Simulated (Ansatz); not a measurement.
**Structural relaxation of generalised stacking fault on (110) of a LiCl-LiBr solid solution (56 atoms)**

How does generalised stacking fault on (110) of a LiCl-LiBr solid solution (56 atoms) relax, and what do bonds, charges and levels look like afterwards?

Method: Kohn-Sham DFT, PBEsol, PAW (set soft_2), plane waves, in Ansatz 0.2.0.

**1. The starting structure**

The cell holds 56 atoms: 28 Li, 10 Br and 18 Cl. Cell: a = 7.448 Å, b = 5.266 Å, c = 26.450 Å, α = 90.0°, β = 83.3°, γ = 90.0°. It derives from LiCl and LiBr. Rock-salt LiCl lattice (a = 5.2663 Å, the value set for the mixture), cell with z along [110], 2 x 1 x 7 periods; the third cell vector is tilted by 0.833 of 1/2[1-10] and lengthened by 0.2 Å, so the cell holds one fault; displaced by a Gaussian of 0.01 Å; 10 of 28 Cl sites given to Br at random (lattice constant by Vegard's rule between LiCl and LiBr).

Limits known from the start: The cell is under 6 Å thick along one periodic direction, so every atom has periodic images of itself close by, which move with it and show among its neighbours and in g(r). Atoms were free to move along the slip, so the relaxation can undo part or all of it. The host structure and its lattice constant were typed by rule, without a check against the phase diagram.

**2. Single point at the start**

A single point comes first, to see the forces before anything moves.

input.yaml reads:

```yaml
crystal:
  lattice:
    - [7.44767, 0.0, 0.0]
    - [0.0, 5.2663, 0.0]
    - [3.10322, 0.0, 26.26686]
  atoms:
    - { symbol: Li, position: [0.58846, 0.00218, 0.992] }
    - { symbol: Br, position: [0.72034, 0.0014, 0.07085] }
    - { symbol: Li, position: [0.94142, 0.99891, 0.14148] }
    - { symbol: Cl, position: [0.66041, 0.00223, 0.21221] }
    [... 46 atom lines left out ...]
    - { symbol: Li, position: [0.48429, 0.49871, 0.6377] }
    - { symbol: Br, position: [0.20462, 0.49958, 0.70849] }
    - { symbol: Li, position: [0.42507, 0.50001, 0.77954] }
    - { symbol: Br, position: [0.14355, 0.50152, 0.85002] }
    - { symbol: Li, position: [0.36521, 0.49745, 0.92088] }
    - { symbol: Br, position: [0.08568, 0.50399, 0.99235] }
kpoints:
  mp_grid: { grid: [2, 3, 1] }
hamiltonian:
  xc: pbesol
scf:
  occupations: { method: gaussian, width: 0.05 }
output:
  forces: true
  stress: true
  populations: true
  dos:
    method: { smearing: { sigma: 0.15 } }
    de: 0.1
    projected: { site_lists: { Br: [Br], Cl: [Cl], Li: [Li] } }
  eigenvalues: true
```

Run with:

```
ansatz run input.yaml --threads 4 --pin off --max-ram 8192MiB --backend cpu --events-out ev --progress --plain --runs-dir out
```

Wall time 56 s (4 threads of Arm Neoverse V1, shared host); peak memory 3 GiB; 3 min of CPU time.

The run gave:

* free energy: -52239.1969 eV
* free energy per atom: -932.8428 eV/atom
* SCF cycles: 7
* pressure: -1.03 GPa
* r.m.s. force component: 0.1143 eV/Å
* longest force: 0.5531 eV/Å
* Fermi energy: 4.611 eV
* gap (highest filled to lowest empty level): 5.281 eV
* spilling of the projection: 0.006653

The r.m.s. force component of 0.11 eV/Å and the pressure of -1.0 GPa set the starting point.

Neighbours are counted within 2.98 Å (Li-Cl), 2.98 Å (Li-Br).

Length of the force by element and coordination:

```
element  coordination  atoms  mean length of the force (eV/Å)  spread   least   most
     Br           all     10                            0.166   0.153  0.0189  0.412
     Br             5      3                            0.398  0.0111   0.385  0.412
     Br             6      7                           0.0667  0.0263  0.0189  0.104
     Cl           all     18                           0.0632  0.0396  0.0204  0.201
     Cl             5      1                            0.201       0   0.201  0.201
     Cl             6     17                           0.0551  0.0218  0.0204  0.114
     Li           all     28                            0.198   0.131  0.0091  0.553
     Li             5      4                            0.376   0.178   0.114  0.553
     Li             6     24                            0.169  0.0928  0.0091  0.275
```

**3. Relaxation**

The atoms are relaxed in the fixed cell, aiming at the force tolerance of the input.

input.yaml, the sections that differ from step 2:

```yaml
output:
  forces: true
relax:
  f_tol: 0.05
  max_steps: 200
# crystal, kpoints, hamiltonian, scf: as in step 2
```

Wall time 2.4 min (4 threads); peak memory 3 GiB.

Relaxation path:

```
step  energy less that of the first step (eV)  largest force component (eV/Å)
   1                                   0.0000                          0.5112
   2                                  -0.3891                          0.1921
   3                                  -0.4725                          0.3670
   4                                  -0.5162                          0.0943
   5                                  -0.5222                          0.0626
   6                                  -0.5275                          0.0248
```

The atoms that moved most (Å):

```
atom      dx      dy      dz  length
Li41  -0.370  -0.004   0.024   0.371
Li15  -0.298  -0.020  -0.148   0.333
Li45   0.324   0.009  -0.069   0.331
 Br2   0.279  -0.005  -0.138   0.312
 Li1  -0.291  -0.009  -0.095   0.306
Br16   0.271  -0.020  -0.136   0.304
Cl42  -0.294  -0.003  -0.024   0.295
Li43   0.242  -0.013  -0.167   0.294
```

The relaxation changed the energy by -9.42 meV/atom, and atoms moved by 0.19 Å r.m.s., 0.37 Å at most.

**4. Distances and neighbours after relaxation**

Bonds before and after, by the cutoffs listed below:

```
 pair  bonds before  bonds after  mean before (Å)  mean after (Å)  spread before (Å)  spread after (Å)
Li-Cl           107          108            2.632           2.612              0.024             0.054
Li-Br            57           60            2.620           2.694              0.052             0.057
```

Density 2.63 g/cm³, 18.40 Å³ an atom.

Pair distribution functions g(r), in bins of 0.2 Å:

```
r (Å)  total  Li-Li  Li-Cl  Li-Br  Cl-Cl  Cl-Br  Br-Br
 2.40   0.09   0.00   0.27   0.00   0.00   0.00   0.00
 2.60   5.13   0.00  12.12   6.90   0.00   0.00   0.00
 2.80   1.11   0.00   0.54   5.23   0.00   0.00   0.00
 3.00   0.00   0.00   0.00   0.00   0.00   0.00   0.00
 3.20   0.00   0.00   0.00   0.00   0.00   0.00   0.00
 3.40   0.07   0.26   0.00   0.00   0.00   0.00   0.00
 3.60   1.90   4.79   0.00   0.00   6.00   0.51   0.60
 3.80   4.21   7.12   0.00   0.00   6.87  11.60  12.20
 4.00   0.13   0.46   0.00   0.00   0.00   0.15   0.00
 4.20   0.00   0.00   0.00   0.00   0.00   0.00   0.00
 4.40   0.56   0.00   1.24   0.88   0.00   0.00   0.00
 4.60   1.97   0.00   3.80   4.18   0.00   0.00   0.00
 4.80   0.28   0.00   0.58   0.52   0.00   0.00   0.00
 5.00   0.04   0.16   0.00   0.00   0.00   0.00   0.00
 5.20   1.10   2.13   0.00   0.00   2.85   1.42   3.54
 5.40   0.40   0.72   0.00   0.00   0.61   1.19   0.56
 5.60   0.05   0.14   0.03   0.05   0.00   0.00   0.00
 5.80   2.69   0.00   6.35   3.62   0.00   0.00   0.00
 6.00   2.18   0.00   3.42   6.06   0.00   0.00   0.00
 6.20   0.28   0.42   0.32   0.31   0.00   0.12   0.00
 6.40   2.78   5.13   0.00   0.00   6.50   5.72   5.50
 6.60   1.27   2.75   0.00   0.00   1.76   2.87   2.31
 6.80   0.02   0.09   0.00   0.00   0.00   0.00   0.00
 7.00   0.00   0.00   0.00   0.00   0.00   0.00   0.00
 7.20   0.03   0.14   0.00   0.00   0.00   0.00   0.00
 7.40   1.11   2.13   0.00   0.00   2.62   2.02   2.37
 7.60   0.42   0.77   0.06   0.02   0.57   1.08   0.85
 7.80   1.69   0.12   3.34   3.31   0.00   0.00   0.00
```

Bonds by pair of elements; cutoffs follow the first minimum of g(r), held within bounds set by covalent radii, and pairs that aren't listed don't count as bonded:

```
pair A-B  cutoff (Å)  bonds  mean length (Å)  spread (Å)  shortest (Å)  B about A  A about B
   Li-Cl        3.06    108             2.61       0.054          2.49       3.86          6
   Li-Br        3.18     60             2.69       0.057          2.63       2.14          6
```

How many atoms have how many bonded neighbours:

```
element  mean   6
     Br     6  10
     Cl     6  18
     Li     6  28
```

Bond angles, per cent of each kind in bins of 5°:

```
angle (°)  Li-Cl-Li  Br-Li-Cl  Cl-Li-Cl  Li-Br-Li  Br-Li-Br
    80–85       0.7       0.0       0.0       2.7       3.5
    85–90      38.1      51.1      20.2      38.0      60.3
    90–95      40.7      31.5      58.4      37.3      12.1
   95–100       0.4       0.0       0.0       2.0       0.0
  100–105       0.0       0.0       0.0       0.0       0.0
  105–110       0.0       0.0       0.0       0.0       0.0
  110–115       0.0       0.0       0.0       0.0       0.0
  115–120       0.0       0.0       0.0       0.0       0.0
  120–125       0.0       0.0       0.0       0.0       0.0
  125–130       0.0       0.0       0.0       0.0       0.0
  130–135       0.0       0.0       0.0       0.0       0.0
  135–140       0.0       0.0       0.0       0.0       0.0
  140–145       0.0       0.0       0.0       0.0       0.0
  145–150       0.0       0.0       0.0       0.0       0.0
  150–155       0.0       0.0       0.0       0.0       0.0
  155–160       0.0       0.0       0.0       0.0       0.0
  160–165       0.0       0.0       0.0       0.0       0.0
  165–170       0.0       0.0       0.0       0.0       0.0
  170–175       0.0       2.2       0.0       2.0       3.5
  175–180      20.0      15.2      21.3      18.0      20.7
```

Bond angles (no mean is given where the spread exceeds 20°):

```
   angle  count  mean (°)  spread (°)
Li-Cl-Li    270         -           -
Br-Li-Cl    184         -           -
Cl-Li-Cl    178         -           -
Li-Br-Li    150         -           -
Br-Li-Br     58         -           -
```

Counting bonds as in the table, all Br atoms have 6, all Cl atoms have 6 and all Li atoms have 6 bonded neighbours.

**5. Single point at the relaxed geometry**

The electronic structure is read at the final geometry, in a run of its own.

input.yaml reads:

```yaml
crystal:
  lattice:
    - [7.44767, 0.0, 0.0]
    - [0.0, 5.2663, 0.0]
    - [3.10322, 0.0, 26.26686]
  atoms:
    - { symbol: Li, position: [0.55094, 0.00044, 0.9884] }
    - { symbol: Br, position: [0.76005, 0.00039, 0.06559] }
    - { symbol: Li, position: [0.97278, 0.00033, 0.14232] }
    - { symbol: Cl, position: [0.69228, 0.00041, 0.2111] }
    [... 46 atom lines left out ...]
    - { symbol: Li, position: [0.48512, 0.5003, 0.63722] }
    - { symbol: Br, position: [0.1923, 0.5004, 0.70848] }
    - { symbol: Li, position: [0.42219, 0.50046, 0.77942] }
    - { symbol: Br, position: [0.12091, 0.50039, 0.85024] }
    - { symbol: Li, position: [0.35014, 0.50037, 0.92143] }
    - { symbol: Br, position: [0.04794, 0.5004, 0.99207] }
kpoints:
  mp_grid: { grid: [2, 3, 1] }
hamiltonian:
  xc: pbesol
scf:
  occupations: { method: gaussian, width: 0.05 }
output:
  forces: true
  stress: true
  populations: intrinsic
  dos:
    method: { smearing: { sigma: 0.15 } }
    de: 0.1
    projected: { site_lists: { Br: [Br], Cl: [Cl], Li: [Li] } }
  eigenvalues: true
  write_density: true
  write_potential: true
  volumetric_format: npy
  elf: true
```

Run time: 59 s. Hardware: 4 threads; peak memory 3 GiB; 3.1 min of CPU time.

Numbers from this run:

| Property | Result |
| --- | --- |
| free energy | -52239.7244 eV |
| free energy per atom | -932.8522 eV/atom |
| SCF cycles | 7 |
| pressure | -1.317 GPa |
| r.m.s. force component | 0.00588 eV/Å |
| longest force | 0.02814 eV/Å |
| Fermi energy | 4.774 eV |
| gap (highest filled to lowest empty level) | 4.963 eV |

Intrinsic-atomic-orbital charges by element:

```
element  coordination  atoms  mean charge (e)  spread   least    most
     Br           all     10           -0.606  0.0044  -0.613    -0.6
     Cl           all     18           -0.679  0.0033  -0.686  -0.672
     Li           all     28            0.653  0.0137   0.622   0.675
```

Charge against the make-up of the first shell:

```
Br neighbours of Li  atoms  mean charge (e)
                  0      4            0.675
                  1      3            0.665
                  2     12            0.655
                  3      4            0.643
                  4      4            0.633
                  5      1            0.622
```

States in the cell by windows of 1 eV, zero at the Fermi level; the larger projections on atomic orbitals stand beside the total:

```
from (eV)  to (eV)  total  Cl p  Br p  Li s
      -10       -7    0.0   0.0   0.0   0.0
       -7       -6    0.9   0.7   0.1   0.0
       -6       -5   47.0  31.1  11.3   3.8
       -5       -4   53.0  38.6  12.0   1.3
       -4       -3   59.2  31.4  26.9   0.3
       -3       -2    7.9   1.3   6.5   0.0
       -2        2    0.0   0.0   0.0   0.0
        2        3    0.7   0.0   0.0   0.5
        3        4   13.9   0.5   0.3   5.4
        4        5   38.7   0.8   0.5  13.6
```

Between -26 and -10 eV lie 56 more states.

The stored curve holds about 224 of the 280 electrons; the rest, give or take the few that broadening carries across the Fermi level, lie in deeper levels below its range.

The levels nearest the highest filled one (over half full), pooled over k-points and spins:

```
level less the highest filled one (eV)  occupation
                                -0.422           2
                                -0.382           2
                                -0.320           2
                                -0.161           2
                                -0.147           2
                                     0           2
                                  4.96           0
                                  5.42           0
                                  5.43           0
                                  5.74           0
                                  5.76           0
                                  5.89           0
```

Mean intrinsic-atomic-orbital charges: Br -0.61, Cl -0.68, Li +0.65 e. The charge on Li changes by -0.011 e for each Br neighbour that takes the place of another kind, on average. The largest share in the top eV of filled states is Br p (66 % of the projected weight), and in the lowest eV of empty states Li s (71 % of the projected weight).

**6. Results**

```
energy change in the relaxation                  : -9.42 meV/atom
r.m.s. displacement                              : 0.191 Å
largest displacement                             : 0.371 Å
free energy per atom                             : -932.8522 eV/atom
density                                          : 2.63 g/cm³
pressure                                         : -1.317 GPa
r.m.s. force component                           : 0.00588 eV/Å
gap (highest filled to lowest empty level) : 4.963 eV
wall time of the 3 DFT runs                      : 4.3 min
```

**Reading.** Relaxation lowers the energy by 9.42 meV/atom and moves atoms by 0.19 Å r.m.s.; the r.m.s. force component goes from 0.11 to 0.0059 eV/Å, the pressure goes from -1.0 to -1.3 GPa, and the gap from 5.28 to 4.96 eV. By the final cutoffs 0 of 164 bonded pairs parted and 4 joined. Afterwards all atoms of each element have one and the same coordination, so bonds have reconnected across the defect, which no longer shows in the counts. Layers on the two sides of the fault moved in opposite directions along the plane, so much of the imposed slip has spread into a shear of the crystal. From the first step to the last the energy fell by 0.528 eV, and the largest move was 0.37 Å (Li41). The Li-Br bonds change most in mean length: from 2.620 Å (spread 0.052) to 2.694 Å (spread 0.057), and their number from 57 to 60. Counting bonds as in the table, all Br atoms have 6, all Cl atoms have 6 and all Li atoms have 6 bonded neighbours. The highest filled and lowest empty levels differ by 4.96 eV on the run's k-points; the mesh holds the band edges only if they fold onto it, so the gap at this level can be narrower or closed, while semilocal functionals tend to narrow gaps against experiment.

What to keep in mind: Atoms were free to move along the slip, so the relaxation can undo part or all of it.

[Logs are printed without paths, hosts, clocks, repeated set-up lines and the standing remarks that a program may print on its own settings, such as how far it seeks lower states.]

[Hosts, paths, dates, database ids (printed as entryN), source tags and the programs' standing remarks are cut or masked in the printed files.]
